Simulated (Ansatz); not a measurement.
**Decaying states in the gap of SrYAlO4**

Wanted: the relaxed cell of SrYAlO4, its band edges and its decay constants. It is built by putting Y for La in the SrLaAlO4 structure of space group I4mm, with the volume rescaled by atomic radii. The parent structure comes from the Materials Project.

Program: Ansatz 0.2.0. Level of theory: PBEsol DFT, plane waves, PAW files, in the first sound run; inputs show where later runs differ. Results are calculated unless marked as measured.

The structure was built from a prototype and need not be the compound's stable phase.

**1. The structure**

Symmetry: I4mm, No. 107, tetragonal system. The conventional cell has a = 3.741 Å, b = 3.741 Å, c = 12.373 Å, α = 90.00°, β = 90.00°, γ = 90.00°. Sr has 9 O at 2.44 to 2.66 Å nearest. Nearest to Y lie 9 O at 2.40 to 2.66 Å. Nearest to Al lie 6 O at 1.87 to 2.04 Å. Nearest to O lie 1 Al at 2.04 Å and 1 Sr at 2.44 Å and 4 Y at 2.66 Å. O has 1 Al at 1.98 Å and 1 Y at 2.40 Å and 4 Sr at 2.66 Å nearest. Nearest to O lie 2 Al at 1.87 Å and 2 Y at 2.53 Å and 2 Sr at 2.60 Å. It derives from SrLaAlO4. Y for La in the SrLaAlO4 structure of space group I4mm. Farther neighbours and most contacts between anions are not listed.

**2. Relaxing the new crystal**

The substituted atoms don't fit the parent's cell, so cell and atoms relax together. A small smearing keeps the run stable in case the gap closes on the way.

input.yaml

```yaml
crystal:
  lattice:
    - [-1.8707395313, 1.8707395313, 6.1866534068]
    - [1.8707395313, -1.8707395313, 6.1866534068]
    - [1.8707395313, 1.8707395313, -6.1866534068]
  atoms:
    - { symbol: Sr, position: [0.642178, 0.642178, 0.0] }
    - { symbol: "Y", position: [0.358092, 0.358092, 0.0] }
    - { symbol: Al, position: [0.004376, 0.004376, 0.0] }
    - { symbol: O, position: [0.8394, 0.8394, 0.0] }
    - { symbol: O, position: [0.164277, 0.164277, 0.0] }
    - { symbol: O, position: [0.995839, 0.495839, 0.5] }
    - { symbol: O, position: [0.495839, 0.995839, 0.5] }
kpoints:
  mp_grid: { grid: [8, 8, 8] }
scf:
  occupations: { method: gaussian, width: 0.03 }
hamiltonian:
  xc: pbesol
output:
  forces: true
  stress: true
relax:
  f_tol: 0.02
  max_steps: 60
  cell: {}
```

Command:

```
ansatz run input.yaml --threads 2 --pin off --max-ram 4096MiB --backend cpu --events-out ev --progress --plain --runs-dir out
```

Numbers of over 12 decimals in the logs are rounded to 6 here.

What it wrote:

```text
basis.fft_grid_basis auto: the FFT boxes are laid along the combinations [[1, 0, 1], [0, 1, 1], [0, 0, 1]] of the cell's own vectors, 3.741, 3.741 and 6.729 Å long. The dense box has 27×27×45 points. Along the cell's own vectors, as sized, it would have 45×45×45, 2.78 times as many. Of the 8 symmetry operations that the crystal satisfies within crystal.symmetry.tolerance (time reversal apart; of a slab, those that ke [...]
Engine: ansatz 0.2.0, x86_64-unknown-linux-gnu
Pseudopotentials: kind: paw
Pseudopotential: Sr, paw, valence charge 10, recommended cutoff 420 eV (normal), Sr.paw.azcp
Pseudopotential: Y, paw, valence charge 11, recommended cutoff 420 eV (normal), Y.paw.azcp
Pseudopotential: Al, paw, valence charge 3, recommended cutoff 420 eV (normal), Al.paw.azcp
Pseudopotential: O, paw, valence charge 6, recommended cutoff 420 eV (normal), O.paw.azcp
Functional definition: PBEsol
  exchange = pbesol_x
  correlation = pbesol_c
Crystal: 7 atoms, lattice volume = 86.605 Å³
Basis set: ecut = 420 eV, 1657 PW (Γ), FFT grids on a1+a3, a2+a3, a3, exchange–correlation on 54×54×90 points (8 copies of the dense FFT grid, shifted against one another)
Bands: 31, of which v1, the nominal top of the filled ones, is band 24 counted from 1 (23 counted from 0)
Symmetry: 8 space group operations
Space group: I4mm (ITA 107), of the structure as read, at distance tolerance 4.4e-5 Å
k-points: 59 of 512 (time reversal used)
Non-local potential: Sr, projectors of the file, l = 0: 3, l = 1: 2, l = 2: 2
Non-local potential: Y, projectors of the file, l = 0: 3, l = 1: 2, l = 2: 2, l = 3: 1
Non-local potential: Al, projectors of the file, l = 0: 2, l = 1: 2, l = 2: 1
Non-local potential: O, projectors of the file, l = 0: 2, l = 1: 2, l = 2: 1
PAW form: soft (Blöchl's): semilocal exchange-correlation on the pseudo side does not see the compensation charge
PAW frozen core: Sr, regenerated for the run's functional, and the local potential with it (the file was generated under x = pbe(κ = 0.804, μ = 0.219515), c = pbe(β = 0.066725))
PAW frozen core: Y, regenerated for the run's functional, and the local potential with it (the file was generated under x = pbe(κ = 0.804, μ = 0.219515), c = pbe(β = 0.066725))
PAW frozen core: Al, regenerated for the run's functional, and the local potential with it (the file was generated under x = pbe(κ = 0.804, μ = 0.219515), c = pbe(β = 0.066725))
PAW frozen core: O, regenerated for the run's functional, and the local potential with it (the file was generated under x = pbe(κ = 0.804, μ = 0.219515), c = pbe(β = 0.066725))
PAW one-centre angular grid: Sr, 110 points (default); XC on 64 Gauss nodes
PAW one-centre angular grid: Y, 590 points (default); XC on 64 Gauss nodes
PAW one-centre angular grid: Al, 110 points (default); XC on 64 Gauss nodes
PAW one-centre angular grid: O, 110 points (default); XC on 64 Gauss nodes
Initial density: superposition of atomic densities (neutral atoms: chi_scale 0, normalization atom), corrected by the library's trained network
Initial wavefunctions: pseudopotential atomic-orbital guess
Functional: x = pbesol(κ = 0.804, μ = 0.123457), c = pbesol(β = 0.046)
SCF iter   1: F=—  HF=-10067.470081 eV  |F-HF|=—  |Δ(HF+E_count)|=         —  Δρ=1.57e-2  dr2=1.85e-1  ethr=1.77e-3  ⟨swp⟩=8.7  Hψ=9778  notcnv=0  defer=4
preconditioner: auto → Resta (q_TF=auto, 2.473 Å⁻¹)  ε∞=4.1  [insulator: Δε(μ)=2.824 eV  Ē_g=15.034 eV  σ=0.030 eV  W_gap=1.00  n_scr=24 (ndim 8)  ℏωp=26.5 eV  f_vac=0.000  D(μ)=0.00/eV (n_scr^D=0)  ε∞_Penn≈4.1]
SCF iter   2: F=—  HF=-10067.427887 eV  |F-HF|=—  |Δ(HF+E_count)|=   4.22e-2  Δρ=3.70e-3  dr2=1.49e-2  ethr=3.86e-4  ⟨swp⟩=2.0  Hψ=3255  notcnv=0  defer=98
SCF iter   3: F=—  HF=-10067.425129 eV  |F-HF|=—  |Δ(HF+E_count)|=   2.76e-3  Δρ=1.08e-3  dr2=1.11e-3  ethr=3.11e-5  ⟨swp⟩=2.0  Hψ=2537  notcnv=0  defer=98
SCF iter   4: F=—  HF=-10067.424904 eV  |F-HF|=—  |Δ(HF+E_count)|=   2.24e-4  Δρ=2.58e-4  dr2=7.38e-5  ethr=2.31e-6  ⟨swp⟩=2.5  Hψ=3057  notcnv=0  defer=98
SCF iter   5: F=—  HF=-10067.424906 eV  |F-HF|=—  |Δ(HF+E_count)|=   1.35e-6  Δρ=6.61e-5  dr2=4.42e-6  ethr=1.54e-7  ⟨swp⟩=2.3  Hψ=2543  notcnv=0  defer=98
SCF iter   6: F=—  HF=-10067.424906 eV  |F-HF|=—  |Δ(HF+E_count)|=   2.96e-8  Δρ=2.90e-5  dr2=5.44e-7  ethr=9.21e-9  ⟨swp⟩=2.4  Hψ=2693  notcnv=0  defer=98
SCF iter   7: F=-10067.424906 eV  HF=-10067.424906 eV  |F-HF|=9.64e-9  |Δ(HF+E_count)|=   6.28e-8  Δρ=6.17e-6  dr2=3.18e-8  ethr=2.08e-10  ⟨swp⟩=5.0  Hψ=7076  notcnv=0
SCF 1 converged in 7 iterations: F = -10067.424906 eV  dr2 = 3.18e-8
  greatest PAW one-centre occupation: 0.993 electrons in one spin orbital (limit 2), on the Y atom at site 1 (counted from 0), in its partial waves of l = 0
relax step   1: F+E_penalty+E_count = -10067.42490570 eV  Δ(F+E_penalty+E_count) = +0.000e0 eV  max|allowed force component| = 1.044e0 eV/Å  Δτ_max = 0.0000 Å  P = -8.751 GPa  Ω = 86.605 Å³  (7 SCF iters, dr2 threshold 1.00e-7 eV, accepted)
Crystal: 7 atoms, lattice volume = 80.406 Å³
Basis set: ecut = 420 eV, 1583 PW (Γ), FFT grids on a1+a3, a2+a3, a3, exchange–correlation on 54×54×90 points (8 copies of the dense FFT grid, shifted against one another)
Initial density: handed on by an earlier stage of this run
Initial wavefunctions: those handed on with the density
iter 1 solved again at ethr=2.40e-4 eV; its pass at ethr=3.10e-3 eV (dr2=1.15e-1 eV) is discarded
SCF iter   1: F=—  HF=-10067.560450 eV  |F-HF|=—  |Δ(HF+E_count)|=         —  Δρ=1.29e-2  dr2=1.17e-1  ethr=2.40e-4  ⟨swp⟩=1.7  Hψ=11215  notcnv=0
preconditioner: auto → Resta (q_TF=auto, 2.504 Å⁻¹)  ε∞=4.0  [insulator: Δε(μ)=3.903 eV  Ē_g=15.895 eV  σ=0.030 eV  W_gap=1.00  n_scr=24 (ndim 8)  ℏωp=27.5 eV  f_vac=0.000  D(μ)=0.00/eV (n_scr^D=0)  ε∞_Penn≈4.0]
SCF iter   2: F=—  HF=-10067.532464 eV  |F-HF|=—  |Δ(HF+E_count)|=   2.80e-2  Δρ=5.70e-3  dr2=2.16e-2  ethr=2.40e-4  ⟨swp⟩=2.3  Hψ=2972  notcnv=0
SCF iter   3: F=—  HF=-10067.527337 eV  |F-HF|=—  |Δ(HF+E_count)|=   5.13e-3  Δρ=2.54e-3  dr2=4.71e-3  ethr=4.51e-5  ⟨swp⟩=2.2  Hψ=3235  notcnv=0  defer=14
SCF iter   4: F=—  HF=-10067.526355 eV  |F-HF|=—  |Δ(HF+E_count)|=   9.82e-4  Δρ=7.16e-4  dr2=3.43e-4  ethr=9.81e-6  ⟨swp⟩=2.1  Hψ=2886  notcnv=0  defer=14
SCF iter   5: F=—  HF=-10067.526358 eV  |F-HF|=—  |Δ(HF+E_count)|=   3.51e-6  Δρ=3.80e-4  dr2=7.98e-5  ethr=7.15e-7  ⟨swp⟩=2.0  Hψ=3087  notcnv=0  defer=14
SCF iter   6: F=—  HF=-10067.526348 eV  |F-HF|=—  |Δ(HF+E_count)|=   9.96e-6  Δρ=8.32e-5  dr2=4.66e-6  ethr=1.66e-7  ⟨swp⟩=2.0  Hψ=2578  notcnv=0  defer=14
[...]
SCF iter   8: F=-10067.681129 eV  HF=-10067.681129 eV  |F-HF|=8.91e-9  |Δ(HF+E_count)|=   2.43e-7  Δρ=8.28e-6  dr2=4.52e-8  ethr=1.46e-9  ⟨swp⟩=5.0  Hψ=6226  notcnv=0
SCF 3 converged in 8 iterations: F = -10067.681129 eV  dr2 = 4.52e-8
relax step   3: F+E_penalty+E_count = -10067.68112902 eV  Δ(F+E_penalty+E_count) = -1.548e-1 eV  max|allowed force component| = 4.517e-1 eV/Å  Δτ_max = 0.0931 Å  P = +1.073 GPa  Ω = 81.418 Å³  energy of the carried Pulay correction = +2.020e-2 eV  (8 SCF iters, dr2 threshold 7.00e-7 eV, accepted)
[... from here on, the SCF cycles and remarks between the steps are left out ...]
relax step   4: F+E_penalty+E_count = -10067.69083304 eV  Δ(F+E_penalty+E_count) = -9.704e-3 eV  max|allowed force component| = 2.467e-1 eV/Å  Δτ_max = 0.0237 Å  P = -0.146 GPa  Ω = 81.951 Å³  energy of the carried Pulay correction = +1.807e-2 eV  (6 SCF iters, dr2 threshold 7.00e-7 eV, accepted)
relax step   5: F+E_penalty+E_count = -10067.69421833 eV  Δ(F+E_penalty+E_count) = -3.385e-3 eV  max|allowed force component| = 1.826e-1 eV/Å  Δτ_max = 0.0162 Å  P = +0.011 GPa  Ω = 81.932 Å³  energy of the carried Pulay correction = +1.814e-2 eV  (5 SCF iters, dr2 threshold 7.00e-7 eV, accepted)
relax step   6: F+E_penalty+E_count = -10067.69534701 eV  Δ(F+E_penalty+E_count) = -1.129e-3 eV  max|allowed force component| = 9.391e-2 eV/Å  Δτ_max = 0.0179 Å  P = -0.166 GPa  Ω = 82.044 Å³  energy of the carried Pulay correction = +1.769e-2 eV  (5 SCF iters, dr2 threshold 7.00e-7 eV, accepted)
relax step   7: F+E_penalty+E_count = -10067.69703485 eV  Δ(F+E_penalty+E_count) = -1.688e-3 eV  max|allowed force component| = 3.264e-2 eV/Å  Δτ_max = 0.0057 Å  P = +0.089 GPa  Ω = 81.895 Å³  energy of the carried Pulay correction = +1.829e-2 eV  (5 SCF iters, dr2 threshold 5.51e-7 eV, accepted)
relax step   8: F+E_penalty+E_count = -10067.69703072 eV  Δ(F+E_penalty+E_count) = +4.124e-6 eV  max|allowed force component| = 4.113e-3 eV/Å  Δτ_max = 0.0030 Å  P = +0.028 GPa  Ω = 81.922 Å³  energy of the carried Pulay correction = +1.818e-2 eV  (5 SCF iters, dr2 threshold 6.66e-8 eV, accepted)
relax step   9: F+E_penalty+E_count = -10067.68378955 eV  Δ(F+E_penalty+E_count) = +1.324e-2 eV  max|allowed force component| = 5.101e-3 eV/Å  Δτ_max = 0.0000 Å  P = -0.283 GPa  Ω = 81.922 Å³  stress off target by 3.59e-1 GPa  SCF on the basis re-selected at this cell (its energy is not comparable with the rows above)  (7 SCF iters)
relax step  10: F+E_penalty+E_count = -10067.68470614 eV  Δ(F+E_penalty+E_count) = -9.166e-4 eV  max|allowed force component| = 2.047e-2 eV/Å  Δτ_max = 0.0015 Å  P = +0.177 GPa  Ω = 81.703 Å³  energy of the carried Pulay correction = +8.626e-4 eV  (4 SCF iters, dr2 threshold 3.22e-7 eV, accepted)
relax step  11: F+E_penalty+E_count = -10067.68447622 eV  Δ(F+E_penalty+E_count) = +2.299e-4 eV  max|allowed force component| = 1.532e-2 eV/Å  Δτ_max = 0.0018 Å  P = +0.022 GPa  Ω = 81.778 Å³  energy of the carried Pulay correction = +5.707e-4 eV  (4 SCF iters, dr2 threshold 1.37e-7 eV, accepted)
iter 1 solved again at ethr=2.44e-6 eV; its pass at ethr=3.10e-3 eV (dr2=1.17e-3 eV) is discarded
SCF iter   1: F=—  HF=-10067.684147 eV  |F-HF|=—  |Δ(HF+E_count)|=         —  Δρ=2.16e-5  dr2=1.86e-7  ethr=2.44e-6  ⟨swp⟩=3.1  Hψ=14516  notcnv=0
eigensolver tolerance schedule: the retry pair's looser diagonalisation over-reported the residual by 6273.68 of it (diagonalisation noise at an unbounded share of the residual, at the tolerance the schedule requests for it); recorded, not acted on — ethr = c·dr2/N_el stays at c = 1.0e-1
preconditioner: auto → Resta (q_TF=auto, 2.496 Å⁻¹)  ε∞=4.0  [insulator: Δε(μ)=3.602 eV  Ē_g=15.673 eV  σ=0.030 eV  W_gap=1.00  n_scr=24 (ndim 8)  ℏωp=27.2 eV  f_vac=0.000  D(μ)=0.00/eV (n_scr^D=0)  ε∞_Penn≈4.0]
SCF iter   2: F=—  HF=-10067.683956 eV  |F-HF|=—  |Δ(HF+E_count)|=   1.91e-4  Δρ=1.08e-5  dr2=6.82e-8  ethr=3.88e-10  ⟨swp⟩=4.0  Hψ=4697  notcnv=0
SCF iter   3: F=—  HF=-10067.683956 eV  |F-HF|=—  |Δ(HF+E_count)|=   3.52e-9  Δρ=5.92e-6  dr2=1.72e-8  ethr=1.42e-10  ⟨swp⟩=2.0  Hψ=2261  notcnv=0
SCF iter   4: F=—  HF=-10067.683956 eV  |F-HF|=—  |Δ(HF+E_count)|=  9.97e-10  Δρ=2.22e-6  dr2=3.22e-9  ethr=3.58e-11  ⟨swp⟩=2.6  Hψ=3072  notcnv=0
SCF iter   5: F=—  HF=-10067.683956 eV  |F-HF|=—  |Δ(HF+E_count)|=  3.62e-10  Δρ=9.17e-7  dr2=4.12e-10  ethr=6.70e-12  ⟨swp⟩=2.2  Hψ=2836  notcnv=0
SCF iter   6: F=—  HF=-10067.683956 eV  |F-HF|=—  |Δ(HF+E_count)|=  9.09e-12  Δρ=5.02e-7  dr2=1.39e-10  ethr=1.00e-12  ⟨swp⟩=2.3  Hψ=2888  notcnv=0
SCF iter   7: F=-10067.683956 eV  HF=-10067.683956 eV  |F-HF|=1.82e-11  |Δ(HF+E_count)|=  3.64e-12  Δρ=1.70e-7  dr2=2.12e-11  ethr=1.00e-12  ⟨swp⟩=5.0  Hψ=6755  notcnv=0
SCF 12 converged in 7 iterations: F = -10067.683956 eV  dr2 = 2.12e-11
relax step  12: F+E_penalty+E_count = -10067.68395574 eV  Δ(F+E_penalty+E_count) = +5.205e-4 eV  max|allowed force component| = 1.523e-2 eV/Å  Δτ_max = 0.0000 Å  P = +0.015 GPa  Ω = 81.778 Å³  stress off target by 1.64e-2 GPa  SCF on the basis re-selected at this cell (its energy is not comparable with the rows above)  (7 SCF iters)
basis re-selected at this cell: Δ(F+E_penalty+E_count) = +5.205e-4 eV, ΔP = -0.007 GPa vs the last step (what re-selecting the basis moved, of the pressure what is left beyond the Pulay correction that the steps carried, after the strain that the cell walked since its last selection, with what the two solves' SCF thresholds leave and, on support functions, any second-order correction that the steps lacked; it is no m [...]
SCF converged after 7 iterations
Free energy (F): -10067.683956 eV
Harris-Foulkes:  -10067.683956 eV  (|F-HF|=1.82e-11)
Internal energy: -10067.683956 eV  (E = F + TS)
E sigma→0 (E₀):  -10067.683956 eV
Fermi energy:    11.510796 eV
--- Per-component energies (eV) ---
  E_band       = -65.119230
  E_kinetic    = 1289.013658
  E_local      = -2178.380191  (includes V_loc(G=0)·N_el)
  E_nonlocal   = 456.971565
  E_hartree    = 692.460237
  E_xc         = -682.874414
  E_vxc        = -774.432865  (∫ρ·V_xc dr)
  E_paw        = -6482.601241  (= ΣΔE_a)
  E_vpaw       = -243.221834  (= ΣTr[D̂ρ^β])
  E_aug_tail   = 0.009924  (compensation charges beyond the density's cutoff)
  E_ewald      = -3162.726904
  E_core_change = 0.443411  (= ΣΔE_core)
  E_smearing   = -0.000000  (= −TS)
  E_closure    = 0.000000  (closes the sum)
  Σ components = -10067.683956   (vs F -10067.683956, Δ=0.00e0)
--- Forces (eV/Å), atoms counted from 1 ---
  atom   1  Sr     0.00000000    -0.00000000    -0.01205797
  atom   2  Y     -0.00000000     0.00000000     0.01522655
  atom   3  Al    -0.00000000     0.00000000     0.00032613
  atom   4  O      0.00000000    -0.00000000    -0.01390437
  atom   5  O     -0.00000000    -0.00000000     0.00406815
  atom   6  O      0.00000000    -0.00000000     0.00316610
  atom   7  O      0.00000000    -0.00000000     0.00316610
  max |Σ_I F_I| component: 9.32e-6 eV/Å
--- Stress (GPa, compression-positive) ---
        0.016388       0.000000       0.000000
        0.000000       0.016388       0.000000
        0.000000      -0.000000       0.011615
  P = ⅓ Tr σ = 0.0148 GPa (0.148 kbar)
--- Relaxed structure (10 steps of the walk, 10 accepted, 2 SCFs on fresh bases) ---
  F+E_penalty+E_count = -10067.68395574 eV   max|allowed force component| = 1.523e-2 eV/Å   (the final SCF, on the basis selected at the relaxed cell)
  cell:  # Å, volume = 81.7779 Å³
    - [-1.842660, 1.842660, 6.021235]
    - [1.842660, -1.842660, 6.021235]
    - [1.842660, 1.842660, -6.021235]
  atoms:
    - { symbol: Sr, position: [0.644896, 0.644896, 0] }
    - { symbol: Y, position: [0.360565, 0.360565, 0] }
    - { symbol: Al, position: [0.00108601, 0.00108601, 0] }
    - { symbol: O, position: [0.838510, 0.838510, 0] }
    - { symbol: O, position: [0.171989, 0.171989, 0] }
    - { symbol: O, position: [0.991477, 0.491477, 0.5] }
    - { symbol: O, position: [0.491477, 0.991477, 0.5] }
```

Run time: 50 s. Hardware: 2 threads of Intel Xeon Platinum 8488C (Sapphire Rapids), shared host; peak memory 0.51 GiB; 98 s of CPU time.

Relaxation path:

| step | energy less that of the first step (eV) | largest force component (eV/Å) | pressure (GPa) | volume (Å³) |
| --- | --- | --- | --- | --- |
| 1 | 0.0000 | 1.0440 | -8.75 | 86.60 |
| 2 | -0.1014 | 1.7448 | 3.68 | 80.41 |
| 3 | -0.2562 | 0.4517 | 1.07 | 81.42 |
| 4 | -0.2659 | 0.2467 | -0.15 | 81.95 |
| 5 | -0.2693 | 0.1826 | 0.01 | 81.93 |
| 6 | -0.2704 | 0.0939 | -0.17 | 82.04 |
| 7 | -0.2721 | 0.0326 | 0.09 | 81.90 |
| 8 | -0.2721 | 0.0041 | 0.03 | 81.92 |
| 9* | -0.2589 | 0.0051 | -0.28 | 81.92 |
| 10 | -0.2598 | 0.0205 | 0.18 | 81.70 |
| 11 | -0.2596 | 0.0153 | 0.02 | 81.78 |
| 12* | -0.2591 | 0.0152 | 0.01 | 81.78 |

Relaxation steps marked * repeat the geometry before them on a plane-wave basis chosen anew for their cell, so energy and pressure can jump there.

The run keeps the 8 symmetry operations that it works with, so distortions that break them were not tested.

| conventional cell, symmetrised | before | after | change |
| --- | --- | --- | --- |
| a (Å) | 3.741 | 3.685 | -1.5 % |
| b (Å) | 3.741 | 3.685 | -1.5 % |
| c (Å) | 12.373 | 12.042 | -2.7 % |
| volume (Å³/atom) | 12.37 | 11.68 | -5.6 % |

The atoms that moved most (Å, as changes of fractional coordinates times the final cell):

| atom | dx | dy | dz | length |
| --- | --- | --- | --- | --- |
| O5 | 0.000 | 0.000 | 0.093 | 0.093 |
| O6 | 0.000 | 0.000 | -0.053 | 0.053 |
| O7 | 0.000 | 0.000 | -0.053 | 0.053 |
| Al3 | 0.000 | 0.000 | -0.040 | 0.040 |
| Sr1 | 0.000 | 0.000 | 0.033 | 0.033 |
| Y2 | 0.000 | 0.000 | 0.030 | 0.030 |
| O4 | 0.000 | 0.000 | -0.011 | 0.011 |

The relaxed structure:

```cif
data_structure
_symmetry_space_group_name_H-M 'P 1'
_symmetry_Int_Tables_number 1
_cell_length_a 6.5609
_cell_length_b 6.5609
_cell_length_c 6.5609
_cell_angle_alpha 147.378
_cell_angle_beta 147.378
_cell_angle_gamma 46.805
_cell_volume 81.78
loop_
_atom_site_label
_atom_site_type_symbol
_atom_site_fract_x
_atom_site_fract_y
_atom_site_fract_z
_atom_site_occupancy
Sr1 Sr 0.64490 0.64490 0.00000 1
Y2 Y 0.36056 0.36056 0.00000 1
Al3 Al 0.00109 0.00109 0.00000 1
O4 O 0.83851 0.83851 0.00000 1
O5 O 0.17199 0.17199 0.00000 1
O6 O 0.99148 0.49148 0.50000 1
O7 O 0.49148 0.99148 0.50000 1
```

Numbers from this step:

| Item | Value |
| --- | --- |
| free energy | -10067.6840 eV |
| Fermi energy | 11.51 eV |
| pressure | 0.01480 GPa |

The largest force component on a free atom ends at 0.015 eV/Å.

(Continued in part 2 of 3.)

[Logs are printed without paths, hosts, clocks, repeated set-up lines and the standing remarks that a program may print on its own settings, such as how far it seeks lower states.]

[Hosts, paths, dates, database ids (printed as entryN), source tags and the programs' standing remarks are cut or masked in the printed files.]
